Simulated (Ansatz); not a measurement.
# LiBe (Pm-3m): a soft mode frozen in

Aim: this structure of LiBe (Pm-3m) is to be tested for unstable modes, and one is followed downhill.

Main program and level: Ansatz 0.2.0; DFT PBEsol, scalar-relativistic, plane waves, norm-conserving pseudopotentials.

Report form: the programs' logs are mostly left out.

### 1. The starting structure

Symmetry: Pm-3m, No. 221, cubic system. The conventional cell has a = 2.805 Å, b = 2.805 Å, c = 2.805 Å, α = 90.00°, β = 90.00°, γ = 90.00°. Nearest to Li lie 8 Be at 2.43 Å. Be has 8 Li at 2.43 Å nearest. Farther neighbours are not listed.

Structure file:

```cif
data_structure
_symmetry_space_group_name_H-M 'P 1'
_symmetry_Int_Tables_number 1
_cell_length_a 2.8055
_cell_length_b 2.8055
_cell_length_c 2.8055
_cell_angle_alpha 90.000
_cell_angle_beta 90.000
_cell_angle_gamma 90.000
_cell_volume 22.08
loop_
_atom_site_label
_atom_site_type_symbol
_atom_site_fract_x
_atom_site_fract_y
_atom_site_fract_z
_atom_site_occupancy
Li1 Li 0.00000 0.00000 0.00000 1
Be2 Be 0.50000 0.50000 0.50000 1
```

### 2. Phonons on a q mesh

The cell comes from relaxations at this level that are not shown. Stability and thermal properties need the whole zone. Linear response on a 4×4×4 q mesh gives force constants as far as a supercell of that size would.

The input, input.yaml:

```yaml
crystal:
  lattice:
    - [2.8054875085, 0.0, 0.0]
    - [0.0, 2.8054875085, 0.0]
    - [0.0, 0.0, 2.8054875085]
  atoms:
    - { symbol: Li, position: [0.0, 0.0, 0.0] }
    - { symbol: Be, position: [0.5, 0.5, 0.5] }
kpoints:
  mp_grid: { grid: [16, 16, 16] }
hamiltonian:
  xc: pbesol
  pseudopotentials: { kind: nc }
scf:
  occupations: { method: methfessel_paxton, width: 0.15 }
output:
  eigenvalues: true
phonons:
  method: dfpt
  qmesh: [4, 4, 4]
  temperatures: { t_max: 1000, t_step: 50 }
  qpath:
    path:
      - [[0.0, 0.0, 0.0], [0.0, 0.5, 0.0], [0.5, 0.5, 0.0], [0.0, 0.0, 0.0], [0.5, 0.5, 0.5], [0.0, 0.5, 0.0]]
      - [[0.5, 0.5, 0.5], [0.5, 0.5, 0.0]]
    npoints: 10
```

On the command line:

```bash
$ ansatz run input.yaml --threads 4 --pin off --max-ram 7168MiB --backend cpu --events-out ev --progress --plain --runs-dir out
```

Run time: 6.5 min. Hardware: 4 threads of Arm Neoverse N1, shared host; peak memory 3.2 GiB.

This step gave:

```
volume per atom                                         : 11.04 Å³
gap on the k-mesh                                       : 0 eV
sum-rule residual before enforcement                    : 6.39e-5 eV/Å²
lowest frequency on the path                            : -91.88 cm⁻¹
point group                                             : m-3m
highest frequency on the path or at a solved wavevector : 559.5 cm⁻¹
highest optical mode at the zone centre (no LO-TO term) : 559.5 cm⁻¹
lowest optical zone-centre mode                         : 559.5 cm⁻¹
lowest mode on the q mesh (acoustic modes at Γ apart)   : -91.88 cm⁻¹
```

Frequencies (cm⁻¹) solved at each irreducible wavevector; negative means imaginary. Frequencies by wavevector, by row:

```
q in reciprocal lattice units  star  mode 1  mode 2  mode 3  mode 4  mode 5  mode 6
                        0 0 0     1       0       0       0   559.5   559.5   559.5
                     0 0 0.25     6   176.2   228.8   228.8     489   523.2   523.2
                     0 0 -0.5     3     158     394     394   430.9   430.9   446.8
                  0 0.25 0.25    12   -22.8   278.3     299   438.1   490.1     530
                  0 0.25 -0.5    12   -22.3   170.4   406.2   410.9     493   518.8
                  0 -0.5 -0.5     3   -91.9   -91.9   407.6     432   543.6   543.6
               0.25 0.25 0.25     8   209.8   209.8   256.7   449.3   507.9   507.9
               0.25 0.25 -0.5    12   123.4   228.3   300.8   463.3   478.9   528.8
               0.25 -0.5 -0.5     6   178.7   178.7   320.3   447.2   526.6   526.6
               -0.5 -0.5 -0.5     1     288     288     288   502.8   502.8   502.8
```

Interpolated from a 4×4×4 q mesh. Phonon branches along the path, in cm⁻¹:

```
    point  branch 1  branch 2  branch 3  branch 4  branch 5  branch 6
        Γ         0         0         0       560       560       560
  halfway       176       229       229       489       523       523
        X       158       394       394       431       431       447
  halfway       -22       170       406       411       493       519
        M       -92       -92       408       432       544       544
  halfway       -23       278       299       438       490       530
        Γ         0         0         0       560       560       560
  halfway       210       210       257       449       508       508
        R       288       288       288       503       503       503
  halfway       123       228       301       463       479       529
        X       158       394       394       431       431       447
jump to R       288       288       288       503       503       503
  halfway       179       179       320       447       527       527
        M       -92       -92       408       432       544       544
```

Symmetry leaves 10 wavevectors to solve. The lowest mode among them, the acoustic zeros apart, lies at q = (0, -0.5, -0.5) and is imaginary, 91.9i cm⁻¹, so the energy falls along it.

### 3. The mode frozen in, largest atomic shift 0 Å

The mode followed lies at q = (0, -0.5, -0.5) with frequency 91.9i cm⁻¹ and is 2-fold degenerate, the softest among the wavevectors solved. At small amplitude the distorted cell has space group no. 10 by a symmetry search on the positions. The undistorted cell that holds it gives the zero of energy on the same k mesh.

System of this step: LiBe. Symmetry: Pm-3m, No. 221, cubic system. The conventional cell has a = 2.805 Å, b = 2.805 Å, c = 2.805 Å, α = 90.00°, β = 90.00°, γ = 90.00°. Nearest to Li lie 8 Be at 2.43 Å. Nearest to Be lie 8 Li at 2.43 Å. Farther neighbours are not listed.

input.yaml, the sections that differ from step 2:

```yaml
crystal:
  lattice:
    - [-2.8054875085, 0.0, 0.0]
    - [0.0, -2.8054875085, -2.8054875085]
    - [0.0, -2.8054875085, 2.8054875085]
  atoms:
    - { symbol: Li, position: [0.0, 1.0, 0.0] }
    - { symbol: Li, position: [0.0, 0.5, 0.5] }
    - { symbol: Be, position: [0.5, 0.0, 0.5] }
    - { symbol: Be, position: [0.5, 0.5, 0.0] }
kpoints:
  mp_grid: { grid: [14, 10, 10] }
output:
  forces: true
  stress: true
  eigenvalues: true
# hamiltonian, scf: as in step 2
# phonons: removed
```

Wall time 10 s (4 threads); peak memory 0.54 GiB.

This step gave:

```
pressure                         : 0.1003 GPa
energy from the undistorted cell : 0 meV/atom
```

The run ends at a pressure of 0.10 GPa.

### 4. The mode frozen in, largest atomic shift 0.14 Å

The atoms are moved along the unstable eigenvector, the largest shift by 0.14 Å, with the cell fixed.

input.yaml, the sections that differ from step 3:

```yaml
crystal:
  lattice:
    - [-2.8054875085, 0.0, 0.0]
    - [0.0, -2.8054875085, -2.8054875085]
    - [0.0, -2.8054875085, 2.8054875085]
  atoms:
    - { symbol: Li, position: [0.0, 1.0183278195, -0.0112034593] }
    - { symbol: Li, position: [0.0, 0.4816721805, 0.5112034593] }
    - { symbol: Be, position: [0.5, -0.0301067757, 0.4815962813] }
    - { symbol: Be, position: [0.5, 0.5301067757, 0.0184037187] }
# kpoints, hamiltonian, scf, output: as in step 3
```

It took 21 s on 4 threads; peak memory 0.87 GiB.

This step gave:

| Property | Result |
| --- | --- |
| pressure | 0.3469 GPa |
| energy from the undistorted cell | -1.587 meV/atom |

The energy, extrapolated to zero smearing, is -1.59 meV/atom against the undistorted cell.

The run ends at a pressure of 0.35 GPa, with forces up to 0.018 eV/Å.

### 5. Energy along the mode, all amplitudes (two of the runs are shown above)

An imaginary frequency means negative curvature, so the energy should fall and then rise again as anharmonic terms take over.

Numbers from this step:

| Property | Result |
| --- | --- |
| depth at the lowest point sampled | 1.587 meV/atom |
| largest atomic shift at that point | 0.14 Å |

The energy from the parent by largest atomic shift:

```
largest atomic shift (Å)  energy from the parent (meV/atom)
                   0.000                                  0
                   0.040                             -0.192
                   0.080                             -0.697
                   0.140                              -1.59
                   0.220                             -0.841
                   0.320                               11.1
```

Displacement at unit largest shift by atom:

```
atom  x (Å)  y (Å)  z (Å)  size
 Li1   0.00  -0.14  -0.59  0.61
 Li2   0.00   0.14   0.59  0.61
 Be3   0.00   0.97   0.23  1.00
 Be4   0.00  -0.97  -0.23  1.00
```

The lowest of the steps tried is at 0.14 Å, 1.59 meV/atom below the parent; the bottom of the well need not coincide with a step.

### 6. Relaxing from the distorted cell

Starting from the lowest point found, all atoms and the cell are let go, so that strain and other modes of the same symmetry can join in.

input.yaml: that of step 4 with these lines changed.

```diff
@@ -21 +21,6 @@
   eigenvalues: true
+relax:
+  adjacent_minimum: "off"
+  f_tol: 0.002
+  max_steps: 120
+  cell: { stress_tol: 0.03 }
```

Elapsed: 6.5 min, on 4 threads; peak memory 1.1 GiB.

Relaxation path:

```
step  energy less that of the first step (eV)  largest force component (eV/Å)  pressure (GPa)  volume (Å³)
   1                                   0.0000                          0.0152            0.35        44.16
   2                                  -0.0021                          0.0289            0.10        44.39
   3                                  -0.0317                          0.1265           -0.66        45.32
   4                                  -0.1241                          0.1292            0.00        45.27
   5                                  -0.2518                          0.1009            0.58        44.36
   6                                  -0.3453                          0.2792            0.27        44.07
   7                                  -0.3432                          0.3215            0.92        42.82
   8                                  -0.3814                          0.0616           -0.01        43.78
   9                                  -0.3867                          0.0055            0.14        43.47
  10                                  -0.3871                          0.0007           -0.01        43.61
 11*                                  -0.4116                          0.0007            0.87        43.61
  12                                  -0.4171                          0.0071            0.14        44.26
  13                                  -0.4177                          0.0084            0.02        44.41
  14                                  -0.4178                          0.0014           -0.01        44.41
 15*                                  -0.4179                          0.0014            0.00        44.41
```

Relaxation steps marked * repeat the geometry before them on a plane-wave basis chosen anew for their cell, so energy and pressure can jump there. Relaxation step 7 was tried and not accepted.

Forces are held to the 4 operations that the run works with; a distortion that breaks them can't arise in this run.

```
     cell as run  before  after   change
           a (Å)   2.805  2.311  -17.6 %
           b (Å)   3.968  4.794  +20.8 %
           c (Å)   3.968  4.008   +1.0 %
volume (Å³/atom)   11.04  11.10   +0.6 %
```

The atoms that moved most (Å, as changes of fractional coordinates times the final cell):

```
atom     dx      dy      dz  length
 Be4  0.000  -0.309  -0.413   0.516
 Be3  0.000   0.309   0.413   0.516
 Li2  0.000   0.331   0.267   0.425
 Li1  0.000  -0.331  -0.267   0.425
```

The relaxed structure:

```xyz
4
Lattice="-2.3114 0.0000 0.0000 0.0000 -3.3897 -3.3898 0.0000 -2.8341 2.8341" Properties=species:S:1:pos:R:3 pbc="T T T"
Li    0.0000   -3.7507   -3.7510
Li    0.0000   -2.7509    0.0834
Be   -1.1557   -0.9541    1.8798
Be   -1.1557   -2.1577   -2.1577
```

Numbers from this step:

```yaml
pressure: 0.001829 GPa
volume_per_atom: 11.10 Å³
```

The distorted start has space group P2/m; the relaxation ends in Pmma.

### 7. The new phase in its own primitive cell

The relaxed structure is symmetrised, reduced to its primitive cell and relaxed tightly, as its phonons need.

input.yaml, the sections that differ from step 6:

```yaml
crystal:
  lattice:
    - [4.0080049638, 0.0, 0.0]
    - [0.0, 2.3113658177, 0.0]
    - [0.0, 0.0, 4.7938024769]
  atoms:
    - { symbol: Li, position: [0.75, 0.0, 0.8565307797] }
    - { symbol: Li, position: [0.25, 0.0, 0.1434692203] }
    - { symbol: Be, position: [0.25, 0.5, 0.6134607287] }
    - { symbol: Be, position: [0.75, 0.5, 0.3865392713] }
kpoints:
  mp_grid: { grid: [10, 16, 8] }
relax:
  adjacent_minimum: "off"
  f_tol: 0.001
  max_steps: 60
  cell: { stress_tol: 0.01 }
# hamiltonian, scf, output: as in step 6
```

Wall time 90 s (4 threads); peak memory 0.8 GiB.

Relaxation path:

```
step  energy less that of the first step (eV)  largest force component (eV/Å)  pressure (GPa)  volume (Å³)
   1                                   0.0000                          0.0474           -0.02        44.41
   2                                  -0.0005                          0.0078           -0.08        44.52
   3                                  -0.0006                          0.0010           -0.02        44.46
   4                                  -0.0006                          0.0003           -0.01        44.45
   5                                  -0.0006                          0.0001            0.00        44.44
  6*                                  -0.0006                          0.0001            0.00        44.44
```

Relaxation steps marked * repeat the geometry before them on a plane-wave basis chosen anew for their cell, so energy and pressure can jump there.

The run keeps the 8 symmetry operations that it works with, so distortions that break them were not tested.

```
conventional cell, symmetrised  before  after  change
                         a (Å)   4.008  4.006  -0.1 %
                         b (Å)   2.311  2.308  -0.1 %
                         c (Å)   4.794  4.807  +0.3 %
              volume (Å³/atom)   11.10  11.11  +0.1 %
```

Final coordinates:

```cif
data_structure
_symmetry_space_group_name_H-M 'P 1'
_symmetry_Int_Tables_number 1
_cell_length_a 4.0058
_cell_length_b 2.3080
_cell_length_c 4.8073
_cell_angle_alpha 90.000
_cell_angle_beta 90.000
_cell_angle_gamma 90.000
_cell_volume 44.44
loop_
_atom_site_label
_atom_site_type_symbol
_atom_site_fract_x
_atom_site_fract_y
_atom_site_fract_z
_atom_site_occupancy
Li1 Li 0.75000 0.00000 0.85631 1
Li2 Li 0.25000 0.00000 0.14369 1
Be3 Be 0.25000 0.50000 0.61139 1
Be4 Be 0.75000 0.50000 0.38861 1
```

This step gave:

```yaml
pressure: 8.46e-4 GPa
volume_per_atom: 11.11 Å³
```

The largest force component left is 0.061 meV/Å and the pressure is 0.001 GPa, within the tolerances set. The cell now holds 11.11 Å³/atom.

### 8. Modes of the new phase, k-mesh 10×16×8

A relaxed structure may still be a saddle point, so its zone-centre modes are computed. No field response is asked, since the mesh shows no gap.

input.yaml, the sections that differ from step 7:

```yaml
crystal:
  lattice:
    - [4.0057918956, 0.0, 0.0]
    - [0.0, 2.3079876677, 0.0]
    - [0.0, 0.0, 4.8072602799]
  atoms:
    - { symbol: Li, position: [0.75, 0.0, 0.8563132658] }
    - { symbol: Li, position: [0.25, 0.0, 0.1436867342] }
    - { symbol: Be, position: [0.25, 0.5, 0.6113907508] }
    - { symbol: Be, position: [0.75, 0.5, 0.3886092492] }
output:
  eigenvalues: true
phonons:
  method: dfpt
# kpoints, hamiltonian, scf: as in step 7
# relax: removed
```

Elapsed: 2.1 min, on 4 threads; peak memory 1.7 GiB; 8.1 min of CPU time.

Numbers from this step:

```
sum-rule residual before enforcement                    : 2.08e-5 eV/Å²
point group                                             : mmm
highest optical mode at the zone centre (no LO-TO term) : 545.0 cm⁻¹
lowest optical zone-centre mode                         : -321.9 cm⁻¹
```

Patterns of degenerate modes are one choice out of their space. Modes at Γ, with each element's share of the kinetic energy (negative means imaginary):

```
mode  frequency (cm⁻¹)  symmetry  Li %  Be %
   1            -321.9       B3g     1    99
   2               0.0  acoustic    44    56
   3               0.0  acoustic    44    56
   4               0.0  acoustic    44    56
   5             202.8       B3g    99     1
   6             325.0       B2u    56    44
   7             366.9        Ag    37    63
   8             394.2       B3u    56    44
   9             415.7       B2g    63    37
  10             420.4       B1u    56    44
  11             461.2        Ag    63    37
  12             545.0       B2g    37    63
```

Displacements in mode 1 (-321.9 cm⁻¹), the largest set to 1:
```
Li1  0.00  0.11  0.00
Li2  0.00 -0.11  0.00
Be3  0.00  1.00  0.00
Be4  0.00 -1.00  0.00
```

Displacements in mode 6 (325.0 cm⁻¹), the largest set to 1:
```
Li1  0.00  1.00  0.00
Li2  0.00  1.00  0.00
Be3  0.00 -0.77  0.00
Be4  0.00 -0.77  0.00
```

Before it was imposed, the acoustic sum rule was missed by 2.1e-5 eV/Å². Small misses are needed for a sound result but don't prove that mesh and cutoff are converged. The lowest optical mode is imaginary, 321.9i cm⁻¹, so the energy falls along it.

### 9. Results

```yaml
unstable_mode_of_the_parent: q = (0, -0.5, -0.5), 92i cm⁻¹
depth_at_the_lowest_point_sampled: 1.59 meV/atom
largest_atomic_shift_at_that_point: 0.14 Å
space_group_reached_within_0p01_a: Pmma
energy_gained_over_the_parent_first_relaxation_on_the_mesh_of_the_frozen_mode: 106 meV/atom
volume_per_atom_phase_reached: 11.1 Å³
lowest_optical_zone_centre_mode_phase_reached: -322 cm⁻¹
highest_optical_mode_at_the_zone_centre_no_lo_to_term_phase_reached: 545 cm⁻¹
```

**Reading.** Along this mode the structure falls into Pmma, 106 meV/atom below the parent. At the parent's cell the well is 1.587 meV/atom deep on the steps tried, with its lowest point at a shift of 0.14 Å. Relaxing atoms and cell changes the gain by +104.45 meV/atom against the lowest step (energies at zero smearing). Most of the total comes from this relaxation. The new phase still has an imaginary mode at the zone centre of its cell, so it is a saddle point on the way to a lower structure. Of the 4 patterns followed to their end from this parent, this one reaches the lowest energy. Each path keeps the symmetry of its pattern, so a lower phase may lie along a pattern not tried. With no gap, or one that is small against the smearing, the frequencies hang on the k mesh and the smearing, most of all near Kohn anomalies. The phonon runs are without spin polarisation, although the cell has an odd electron count. A phonon run warned that its eigensolver left some bands unconverged in a pass.

[Logs are printed without paths, hosts, clocks, repeated set-up lines and the standing remarks that a program may print on its own settings, such as how far it seeks lower states.]

[Hosts, paths, dates, database ids (printed as entryN), source tags and the programs' standing remarks are cut or masked in the printed files.]
